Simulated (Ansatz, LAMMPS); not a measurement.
# Structural relaxation of Mg2+ triflate in dimethoxyethane and diethyl carbonate, from a frame at 300 K (101 atoms), part 2 of 2

How does Mg2+ triflate in dimethoxyethane and diethyl carbonate, from a frame at 300 K (101 atoms) relax, and what do bonds, charges and levels look like afterwards?

Ansatz 0.2.0; Kohn-Sham DFT, PBE+D3(BJ), PAW (set soft_2), plane waves.

The cell: 24 C, 18 O, 50 H, 2 S, 6 F and 1 Mg. The network of contacts between molecules at the start is that of the classical potential that made the cell. The Brillouin zone is sampled at Γ only, in a cell whose shortest periodic width is 11 Å.

So far. Step 4 (Cell and atoms relaxed): The relaxation changed the energy by -42.7 meV/atom, and atoms moved by 0.86 Å r.m.s., 2.1 Å at most.

## (6) Single point at the relaxed geometry

One more single point at the end of the walk gives the fuller output and checks the residual forces.

The input, input.yaml:

```yaml
crystal:
  lattice:
    - [10.35085, -0.04077, 0.13524]
    - [-0.04077, 10.2103, -0.00422]
    - [0.13524, -0.00422, 10.09725]
  atoms:
    - { symbol: C, position: [0.96523, 0.79635, 0.67515] }
    - { symbol: C, position: [0.04812, 0.91601, 0.69801] }
    - { symbol: O, position: [0.07432, 0.92633, 0.83942] }
    - { symbol: C, position: [0.19508, 0.92124, 0.87654] }
    - { symbol: O, position: [0.29111, 0.90714, 0.80246] }
    - { symbol: O, position: [0.20001, 0.93945, 0.00607] }
    - { symbol: C, position: [0.32854, 0.93635, 0.06257] }
    - { symbol: C, position: [0.31537, 0.98915, 0.2012] }
    - { symbol: H, position: [0.01502, 0.70674, 0.70305] }
    - { symbol: H, position: [0.87346, 0.80336, 0.73126] }
    - { symbol: H, position: [0.94434, 0.7891, 0.56933] }
    - { symbol: H, position: [0.13995, 0.91249, 0.64204] }
    - { symbol: H, position: [0.99637, 0.0062, 0.67586] }
    - { symbol: H, position: [0.39498, 0.99535, 0.00051] }
    - { symbol: H, position: [0.36175, 0.83462, 0.06074] }
    - { symbol: H, position: [0.24606, 0.93153, 0.26127] }
    - { symbol: H, position: [0.28482, 0.09173, 0.20081] }
    - { symbol: H, position: [0.4092, 0.98291, 0.24818] }
    - { symbol: C, position: [0.14519, 0.21864, 0.45417] }
    - { symbol: C, position: [0.00105, 0.23913, 0.46204] }
    - { symbol: O, position: [0.97804, 0.36646, 0.52159] }
    - { symbol: C, position: [0.85235, 0.39247, 0.54531] }
    - { symbol: O, position: [0.76262, 0.31913, 0.52126] }
    - { symbol: O, position: [0.84441, 0.51175, 0.59984] }
    - { symbol: C, position: [0.71426, 0.55537, 0.63468] }
    - { symbol: C, position: [0.67795, 0.52066, 0.77662] }
    - { symbol: H, position: [0.18627, 0.2215, 0.55299] }
    - { symbol: H, position: [0.16591, 0.12202, 0.41159] }
    - { symbol: H, position: [0.19342, 0.29335, 0.39198] }
    - { symbol: H, position: [0.95734, 0.23752, 0.36403] }
    - { symbol: H, position: [0.95204, 0.16464, 0.52407] }
    - { symbol: H, position: [0.64714, 0.51253, 0.56423] }
    - { symbol: H, position: [0.71763, 0.66141, 0.61983] }
    - { symbol: H, position: [0.67915, 0.4145, 0.79347] }
    - { symbol: H, position: [0.58027, 0.55624, 0.80025] }
    - { symbol: H, position: [0.74426, 0.56759, 0.84552] }
    - { symbol: C, position: [0.43236, 0.3295, 0.15393] }
    - { symbol: O, position: [0.5121, 0.44191, 0.13773] }
    - { symbol: C, position: [0.63291, 0.42519, 0.1988] }
    - { symbol: C, position: [0.70342, 0.5561, 0.19633] }
    - { symbol: O, position: [0.82305, 0.53954, 0.26076] }
    - { symbol: C, position: [0.88147, 0.66143, 0.2915] }
    - { symbol: H, position: [0.40863, 0.31169, 0.25988] }
    - { symbol: H, position: [0.34254, 0.34777, 0.10198] }
    - { symbol: H, position: [0.47929, 0.24167, 0.11184] }
    - { symbol: H, position: [0.69025, 0.34918, 0.14653] }
    - { symbol: H, position: [0.61858, 0.39382, 0.30297] }
    - { symbol: H, position: [0.72005, 0.58986, 0.09324] }
    - { symbol: H, position: [0.64358, 0.62977, 0.24844] }
    - { symbol: H, position: [0.96991, 0.64031, 0.34443] }
    - { symbol: H, position: [0.81678, 0.72093, 0.35578] }
    - { symbol: H, position: [0.90603, 0.7187, 0.20148] }
    - { symbol: C, position: [0.05291, 0.29758, 0.08936] }
    - { symbol: O, position: [0.10458, 0.34572, 0.96688] }
    - { symbol: C, position: [0.03262, 0.45377, 0.91829] }
    - { symbol: C, position: [0.07126, 0.58667, 0.97515] }
    - { symbol: O, position: [0.18001, 0.64645, 0.90967] }
    - { symbol: C, position: [0.30071, 0.59004, 0.94069] }
    - { symbol: H, position: [0.05863, 0.37081, 0.16949] }
    - { symbol: H, position: [0.95087, 0.26787, 0.0799] }
    - { symbol: H, position: [0.10945, 0.21138, 0.11526] }
    - { symbol: H, position: [0.92844, 0.43633, 0.93844] }
    - { symbol: H, position: [0.04847, 0.45547, 0.81015] }
    - { symbol: H, position: [0.99137, 0.65548, 0.96244] }
    - { symbol: H, position: [0.08797, 0.5782, 0.08251] }
    - { symbol: H, position: [0.30891, 0.48859, 0.90499] }
    - { symbol: H, position: [0.31622, 0.59047, 0.04838] }
    - { symbol: H, position: [0.3757, 0.6502, 0.89119] }
    - { symbol: C, position: [0.68966, 0.98145, 0.4808] }
    - { symbol: O, position: [0.57529, 0.03107, 0.54589] }
    - { symbol: C, position: [0.52281, 0.14642, 0.48663] }
    - { symbol: C, position: [0.47367, 0.2306, 0.59922] }
    - { symbol: O, position: [0.3889, 0.15014, 0.68168] }
    - { symbol: C, position: [0.3329, 0.22566, 0.78888] }
    - { symbol: H, position: [0.76376, 0.05885, 0.47745] }
    - { symbol: H, position: [0.72227, 0.89962, 0.5408] }
    - { symbol: H, position: [0.66799, 0.94687, 0.38068] }
    - { symbol: H, position: [0.44469, 0.11704, 0.4208] }
    [... 17 atom lines left out ...]
    - { symbol: O, position: [0.48167, 0.76082, 0.36604] }
    - { symbol: C, position: [0.2962, 0.63056, 0.49197] }
    - { symbol: F, position: [0.36314, 0.51936, 0.46965] }
    - { symbol: F, position: [0.21076, 0.64434, 0.39475] }
    - { symbol: F, position: [0.23203, 0.61978, 0.60828] }
    - { symbol: Mg, position: [0.4459, 0.95034, 0.68931] }
kpoints:
  mp_grid: { grid: [1, 1, 1] }
hamiltonian:
  xc: pbe
  dispersion: d3bj
scf:
  occupations: { method: fixed }
output:
  forces: true
  stress: true
  populations: true
  dos:
    method: { smearing: { sigma: 0.1 } }
    de: 0.1
    projected: { site_lists: { C: [C], F: [F], H: [H], Mg: [Mg], O: [O] } }
  eigenvalues: true
  write_density: true
  write_potential: true
  volumetric_format: npy
```

The run is started by

```sh
$ ansatz run input.yaml --threads 4 --pin off --max-ram 8192MiB --backend cpu --events-out ev --progress --plain --runs-dir out
```

It took 6.7 s on 4 threads of Intel Xeon Platinum 8488C (Sapphire Rapids), shared host; peak memory 1.3 GiB; 24 s of CPU time.

The program notes that the exchange-correlation potential is rough where the density is thin.

Read from the output:

* free energy: -25610.2058 eV
* free energy per atom: -253.5664 eV/atom
* SCF cycles: 10
* pressure: 0.0183 GPa
* r.m.s. force component: 0.00465 eV/Å
* longest force: 0.02687 eV/Å
* Fermi energy: 0.08967 eV
* gap (highest filled to lowest empty level): 4.517 eV
* spilling of the projection: 0.01389

Löwdin charges by element and coordination (they lack the spilled electrons, 0.044 e an atom on average):

| element | coordination | atoms | mean charge (e) | spread | least | most |
| --- | --- | --- | --- | --- | --- | --- |
| C | all | 24 | -0.0362 | 0.357 | -0.456 | 0.740 |
| C | 3 | 2 | 0.729 | 0.0112 | 0.717 | 0.740 |
| C | 4 | 22 | -0.106 | 0.285 | -0.456 | 0.674 |
| F | all | 6 | -0.216 | 0.0079 | -0.224 | -0.199 |
| H | all | 50 | 0.188 | 0.0159 | 0.147 | 0.211 |
| Mg | all | 1 | 1.62 | 0 | 1.62 | 1.62 |
| O | all | 18 | -0.498 | 0.220 | -0.877 | -0.234 |
| O | 1 | 4 | -0.670 | 0.124 | -0.755 | -0.457 |
| O | 2 | 12 | -0.456 | 0.234 | -0.877 | -0.234 |
| O | 3 | 2 | -0.405 | 0.0012 | -0.406 | -0.404 |
| S | all | 2 | 2.26 | 0.0159 | 2.25 | 2.28 |

Density of states as counts of states in windows of 1 eV (from the Fermi level), total and the larger projections:

| from (eV) | to (eV) | total | O p | C p | H s | F p | C s |
| --- | --- | --- | --- | --- | --- | --- | --- |
| -14 | -13 | 10.0 | 1.0 | 0.8 | 1.8 | 0.6 | 4.7 |
| -13 | -12 | 4.0 | 0.5 | 0.2 | 0.5 | 0.7 | 1.3 |
| -12 | -11 | 10.0 | 1.9 | 1.2 | 2.5 | 0.0 | 3.8 |
| -11 | -10 | 10.0 | 0.8 | 1.8 | 1.8 | 1.4 | 2.1 |
| -10 | -9 | 15.9 | 1.0 | 3.2 | 2.3 | 5.6 | 2.3 |
| -9 | -8 | 11.3 | 3.8 | 2.5 | 1.1 | 0.6 | 0.8 |
| -8 | -7 | 11.8 | 4.3 | 4.9 | 1.5 | 0.1 | 0.3 |
| -7 | -6 | 32.8 | 10.3 | 10.0 | 3.5 | 5.6 | 0.3 |
| -6 | -5 | 33.9 | 7.5 | 9.8 | 3.9 | 10.4 | 0.3 |
| -5 | -4 | 30.7 | 5.4 | 12.7 | 5.9 | 5.6 | 0.2 |
| -4 | -3 | 33.3 | 11.3 | 13.0 | 7.7 | 0.2 | 0.1 |
| -3 | -2 | 26.6 | 16.5 | 4.4 | 3.3 | 0.8 | 0.3 |
| -2 | -1 | 18.2 | 14.0 | 1.8 | 1.8 | 0.2 | 0.1 |
| -1 | 0 | 6.5 | 4.7 | 0.5 | 1.2 | 0.0 | 0.0 |
| 0 | 1 | 1.0 | 0.7 | 0.1 | 0.2 | 0.0 | 0.0 |
| 1 | 4 | 0.0 | 0.0 | 0.0 | 0.0 | 0.0 | 0.0 |
| 4 | 5 | 4.1 | 0.8 | 1.3 | 0.7 | 0.0 | 0.4 |

With fixed occupations the program's Fermi level is the highest filled level; weight inside the gap is the broadening of levels at its edges.

Between -26 and -14 eV lie 50 more states.

About 13 of the 318 electrons lie in deeper levels, below the stored range.

Not all projections were asked for or kept, so they needn't add up to the total.

The levels nearest the highest filled one (over half full), pooled over k-points and spins:

| level less the highest filled one (eV) | occupation |
| --- | --- |
| -1.28 | 2 |
| -1.10 | 2 |
| -0.968 | 2 |
| -0.418 | 2 |
| -0.264 | 2 |
| 0 | 2 |
| 4.52 | 0 |
| 4.79 | 0 |
| 5.12 | 0 |
| 5.23 | 0 |
| 5.37 | 0 |
| 5.46 | 0 |

Electrostatic potential energy in the ab plane at fractional z = 0.477, with atoms of C and H and S and F within 0.2 Å of it. With pseudopotentials it is smooth inside the atoms' cores, unlike the true potential.

Values in eV, 13 rows by 16 columns, each cell a mean:
```
  5   5   6   6   1  -9   2   5   4   1 -24 -36  -3   4   5   5
  5   5   6   6 -10 -37 -15  -3   3   4   3   1   3   5   5   5
  5   5   5   5   2 -19 -37 -33  -1   5   5   5   5   5   4   4
  5   5   5   2  -5 -14 -32 -23   1   5   6   5   5   5   5   5
  6   5   4  -6 -41 -33  -4   1   5   6   6   5   5   6   6   6
  6   6   5   0 -19 -35 -19   4   5   5   5   5   5   6   6   6
  6   6   5   4   1 -29 -26   4   5   5   4   5   4   3   4   5
 -3   6   6   5   5   4   4   5   5   5   6   5   2  -8  -5 -10
-13   3   3   4   5   5   4   4   5   5   6  -4 -25  -6  -3 -22
-38 -13 -29  -6   4   5   4   2   1   2   4   3  -4   4   1 -28
-19 -12 -31  -7   4   5   3 -10 -34 -14   2   5   6   5   2 -15
  4   4   2   4   5   5   3 -10 -32 -12   2   1  -8   3   4   2
  5   5   5   5   6   6   5   4   0  -9 -19 -28 -20   3   5   5
```
Columns run along a (10.4 Å; values clipped at the 3rd and 97th percentile), rows up along b (10.2 Å). Atoms in or near the plane, at fractional coordinates: C at (0.00, 0.24), C at (0.69, 0.98), C at (0.52, 0.15), H at (0.76, 0.06), S at (0.41, 0.77), C at (0.30, 0.63), F at (0.36, 0.52).

Valence density in the ab plane at fractional z = 0.477, with atoms of C and H and S and F within 0.2 Å of it. It is the smooth field of the valence electrons, not physical close to the nuclei.

Values in units of 1e0 e/Å³, 13 rows by 16 columns, each cell a mean:
```
0.0 0.0 0.0 0.0 0.5 1.4 0.4 0.1 0.1 0.4 1.1 1.5 0.4 0.0 0.0 0.0
0.0 0.0 0.0 0.1 1.4 3.9 1.3 0.3 0.1 0.1 0.2 0.4 0.1 0.0 0.0 0.0
0.0 0.0 0.0 0.0 0.3 1.0 0.9 0.9 0.3 0.0 0.0 0.0 0.0 0.0 0.0 0.0
0.0 0.0 0.1 0.2 0.4 1.0 1.0 0.7 0.2 0.0 0.0 0.0 0.0 0.0 0.0 0.0
0.0 0.0 0.2 0.7 1.4 1.4 0.4 0.1 0.0 0.0 0.0 0.0 0.0 0.0 0.0 0.0
0.0 0.0 0.1 0.2 0.8 3.4 2.7 0.2 0.0 0.0 0.0 0.0 0.0 0.1 0.0 0.0
0.1 0.0 0.0 0.0 0.4 4.8 4.2 0.2 0.0 0.0 0.1 0.0 0.1 0.1 0.1 0.1
0.9 0.1 0.0 0.0 0.0 0.2 0.1 0.0 0.0 0.0 0.0 0.1 0.4 0.5 0.6 1.4
1.4 0.2 0.2 0.1 0.0 0.0 0.1 0.1 0.0 0.0 0.1 0.9 2.5 0.9 0.5 2.1
1.5 1.1 1.2 0.7 0.1 0.0 0.1 0.2 0.2 0.2 0.1 0.4 1.0 0.3 0.2 1.2
1.0 0.9 1.4 0.7 0.1 0.0 0.1 0.7 1.4 1.2 0.2 0.1 0.1 0.0 0.3 1.2
0.1 0.1 0.3 0.2 0.0 0.0 0.2 0.9 1.4 0.8 0.2 0.3 0.4 0.1 0.1 0.2
0.0 0.0 0.0 0.0 0.0 0.0 0.1 0.1 0.6 1.1 1.0 1.5 1.2 0.1 0.0 0.0
```
Columns run along a (10.4 Å), rows up along b (10.2 Å). Atoms in or near the plane, at fractional coordinates: C at (0.00, 0.24), C at (0.69, 0.98), C at (0.52, 0.15), H at (0.76, 0.06), S at (0.41, 0.77), C at (0.30, 0.63), F at (0.36, 0.52).

Mean Löwdin charges: C -0.04, F -0.22, H +0.19, Mg +1.62, O -0.50, S +2.26 e (they miss 1.4 % of the electrons, so they add up to more than the cell's charge).

A closer look about Mg101, the only Mg atom: 10 atoms, nearest first, numbered in the order of the input, with positions taken from that point.

| atom | x | y | z | distance (Å) | bonds | Löwdin charge (e) |
| --- | --- | --- | --- | --- | --- | --- |
| Mg101 | 0.00 | 0.00 | 0.00 | 0.00 | 6 | 1.62 |
| O5 | -1.59 | -0.44 | 1.12 | 1.99 | 2 | -0.57 |
| O88 | 1.40 | 0.02 | 1.43 | 2.00 | 2 | -0.88 |
| O70 | 1.32 | 0.82 | -1.43 | 2.11 | 3 | -0.40 |
| O73 | -0.60 | 2.04 | -0.09 | 2.13 | 3 | -0.41 |
| O93 | 0.41 | -1.96 | -0.76 | 2.14 | 2 | -0.82 |
| O95 | -1.25 | -0.60 | -1.86 | 2.32 | 2 | -0.80 |
| S94 | -0.39 | -1.80 | -2.01 | 2.73 | 4 | 2.25 |
| C71 | 0.76 | 2.00 | -2.04 | 2.95 | 4 | -0.06 |
| C72 | 0.26 | 2.86 | -0.91 | 3.01 | 4 | -0.06 |

The column of bonds counts only the pairs H-C within 1.34 Å, C-C within 1.85 Å, C-O within 1.73 Å, C-F within 1.62 Å, C-S within 2.21 Å, O-S within 1.88 Å, O-Mg within 2.73 Å; other neighbours, such as metal atoms beside each other in a compound, aren't counted, and periodic images can show an atom twice.

## (7) Another setting: scf.occupations.method = "gaussian" and scf.occupations.width = 0.2

Changed here: scf.occupations.method = "gaussian" and scf.occupations.width = 0.2.

The input, input.yaml:

```yaml
crystal:
  lattice:
    - [10.57534, 0.0, 0.0]
    - [0.0, 10.57534, 0.0]
    - [0.0, 0.0, 10.57534]
  atoms:
    [... the 101 atom lines of step 3 ...]
kpoints:
  mp_grid: { grid: [1, 1, 1] }
hamiltonian:
  xc: pbe
  dispersion: d3bj
scf:
  occupations: { method: gaussian, width: 0.2 }
output:
  forces: true
  stress: true
  populations: true
  dos:
    method: { smearing: { sigma: 0.08 } }
    de: 0.1
    projected: { site_lists: { C: [C], F: [F], H: [H], Mg: [Mg], O: [O] } }
  eigenvalues: true
```

The job ended after 6 s (4 threads; peak memory 1.3 GiB; 22 s of CPU time).

Forces differ from those of the single point at the start by 0.008 meV/Å r.m.s., 9.0e-4 % of their size. It took 0.95 times the reference's time (shared host, so rough).

## (8) Outcome

| Item | Value |
| --- | --- |
| energy change in the relaxation | -42.7 meV/atom |
| r.m.s. displacement | 0.861 Å |
| largest displacement | 2.056 Å |
| free energy per atom | -253.5664 eV/atom |
| pressure | 0.0183 GPa |
| r.m.s. force component | 0.00465 eV/Å |
| gap (highest filled to lowest empty level) | 4.517 eV |
| wall time of the 4 DFT runs | 4.2 min |

**Reading.** Relaxation lowers the energy by 42.7 meV/atom and moves atoms by 0.86 Å r.m.s.; the r.m.s. force component goes from 0.88 to 0.0046 eV/Å, the pressure goes from 0.15 to 0.018 GPa, and the gap from 4.23 to 4.52 eV. Displacements are taken in the final cell, so they leave out its strain. By the final cutoffs no bond was broken or made. The cell shrank by 9.8 % in volume. First to last step the energy falls by 4.313 eV, across changes of basis; the largest move, 2.06 Å, is that of H17. The O-Mg bonds change most in mean length: from 2.034 Å (spread 0.094) to 2.114 Å (spread 0.108). With the cutoffs above, 92 % of C atoms have 4, all F atoms have 1, all H atoms have 1 and all Mg atoms have 6 bonded neighbours. The highest filled and lowest empty levels differ by 4.52 eV (at Γ alone); a semilocal functional tends to put such gaps too low. In a disordered cell it changes from sample to sample and from frame to frame.

Caveats: The network of contacts between molecules at the start is that of the classical potential that made the cell; in DFT atoms moved by 0.86 Å r.m.s.

[Logs are printed without paths, hosts, clocks, repeated set-up lines and the standing remarks that a program may print on its own settings, such as how far it seeks lower states.]

[Hosts, paths, dates, database ids (printed as entryN), source tags and the programs' standing remarks are cut or masked in the printed files.]
